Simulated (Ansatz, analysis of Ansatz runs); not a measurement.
## Does the charge change how Cl moves in Cs3Li2Cl5 (Imm2)?

One jump of Cl in Cs3Li2Cl5 (Imm2) at several charges. The case: V_Cl hop (3.8 Å).

Program: analysis of Ansatz runs 0.2.0. Level of theory: migration barriers of one hop by charge state from climbing-image bands, PBEsol; no image-charge correction, which largely cancels along a path. Results are calculated unless marked as measured.

### Step 1. The starting structure

The cell holds 59 atoms: 18 Cs, 12 Li and 29 Cl. Cell: a = 12.405 Å, b = 11.479 Å, c = 12.396 Å, α = 103.4°, β = 99.6°, γ = 90.0°. It derives from Cs3Li2Cl5 (space group Imm2). Nearest the centre at fractional (0.689, 0.796, 0.642): Li55 at 1.40 Å, Cl58 at 1.91 Å, Cs51 at 2.96 Å, Cs31 at 2.97 Å, Cl57 at 3.28 Å, Cl38 at 3.28 Å, Li54 at 3.69 Å, Li34 at 3.70 Å.

Structure file:

```xyz
59
Lattice="-7.2628 0.0000 10.0567 -9.3060 0.0000 -6.7205 3.5370 -11.8806 0.0040" Properties=species:S:1:pos:R:3 pbc="T T T"
Cs   -0.5110   -8.9543    0.8760
Cs   -4.0480   -2.9263    0.8720
Cs   -6.3874    0.0000   -0.8176
Li   -0.4186   -5.1293    0.9427
Li   -1.5346   -6.7513   -2.4135
Cl    0.3299   -6.1789   -1.0670
Cl   -0.5485   -2.8159    0.8489
Cl   -3.2071   -5.7017   -1.0710
Cl   -1.6645   -9.0647   -2.5074
Cl   -2.8568    0.0000   -0.8182
Cs   -5.1640   -8.9543   -2.4842
Cs   -8.7010   -2.9263   -2.4882
Cs  -11.0404    0.0000   -4.1779
Li   -5.0716   -5.1293   -2.4175
Li   -6.1876   -6.7513   -5.7737
Cl   -4.3231   -6.1789   -4.4272
Cl   -5.2015   -2.8159   -2.5114
Cl   -7.8601   -5.7017   -4.4312
Cl   -6.3175   -9.0647   -5.8676
Cl   -7.5098    0.0000   -4.1785
Cs   -2.9320   -8.9543    4.2282
Cs   -6.4689   -2.9263    4.2242
Cs   -8.8083    0.0000    2.5346
Li   -2.8395   -5.1293    4.2950
Li   -3.9556   -6.7513    0.9387
Cl   -2.0910   -6.1789    2.2853
Cl   -2.9694   -2.8159    4.2011
Cl   -5.6280   -5.7017    2.2812
Cl   -4.0854   -9.0647    0.8449
Cl   -5.2777    0.0000    2.5340
Cs   -7.5850   -8.9543    0.8680
Cs  -11.1219   -2.9263    0.8640
Cs  -13.4613    0.0000   -0.8257
Li   -7.4925   -5.1293    0.9347
Li   -8.6085   -6.7513   -2.4215
Cl   -6.7440   -6.1789   -1.0750
Cl   -7.6224   -2.8159    0.8409
Cl  -10.2810   -5.7017   -1.0790
Cl   -8.7384   -9.0647   -2.5154
Cl   -9.9307    0.0000   -0.8262
Cs   -5.3529   -8.9543    7.5805
Cs   -8.8899   -2.9263    7.5765
Cs  -11.2293    0.0000    5.8868
Li   -5.2604   -5.1293    7.6472
Li   -6.3765   -6.7513    4.2910
Cl   -4.5120   -6.1789    5.6375
Cl   -5.3903   -2.8159    7.5533
Cl   -8.0489   -5.7017    5.6335
Cl   -6.5064   -9.0647    4.1971
Cl   -7.6986    0.0000    5.8862
Cs  -10.0059   -8.9543    4.2202
Cs  -13.5429   -2.9263    4.2162
Cs  -15.8823    0.0000    2.5266
Li   -9.9134   -5.1293    4.2869
Li  -11.0295   -6.7513    0.9307
Cl  -10.0433   -2.8159    4.1931
Cl  -12.7019   -5.7017    2.2732
Cl  -11.1594   -9.0647    0.8368
Cl  -12.3516    0.0000    2.5260
```

The cell's shortest repeat is 11.5 Å.

### Step 2. The bands

Climbing-image bands with Ansatz at one point at (¼, ¼, ¼), on 1 × NVIDIA GB200 with 32 threads of Arm Neoverse V2, shared host:

```
charge  moment (μB)  images  iterations               energies along the band (eV)  time
    +1            0       5           7   0.00, 0.14, 0.44, 0.59, 0.45, 0.20, 0.14  14 s
     0            1       5           7  0.00, 0.20, 0.76, 1.24, 0.71, 0.11, -0.02  32 s
```

### Step 3. Barriers and rates

Arrhenius rates with an assumed prefactor of 1e13 per second. The hop rate by temperature:

```
temperature (K)  charge +1 (1/s)  charge +0, moment 1 (1/s)
            200           0.0153                    5.2e-19
            300             1330                     1.4e-8
            400            3.9e5                    0.00229
            600            1.2e8                        374
            800            2.0e9                      1.5e5
           1000           1.1e10                      5.5e6
```

### Step 4. Summary of results

```json
{
  "barrier at charge plus 1": "0.59 eV",
  "barrier at charge 0, 1 μB": "1.24 eV"
}
```

In words: The barrier is lowest at charge +1 (0.59 eV) and highest at 0 (1.24 eV). No image-charge correction is applied. The order of the top as a saddle was not checked for all atoms, so a bent path could be lower. What this leaves open: one k-point off the zone centre stands for the whole zone; spin–orbit coupling, which can matter with heavy atoms, is left out.

[Logs are printed without paths, hosts, clocks, repeated set-up lines and the standing remarks that a program may print on its own settings, such as how far it seeks lower states.]

[Hosts, paths, dates, database ids (printed as entryN), source tags and the programs' standing remarks are cut or masked in the printed files.]
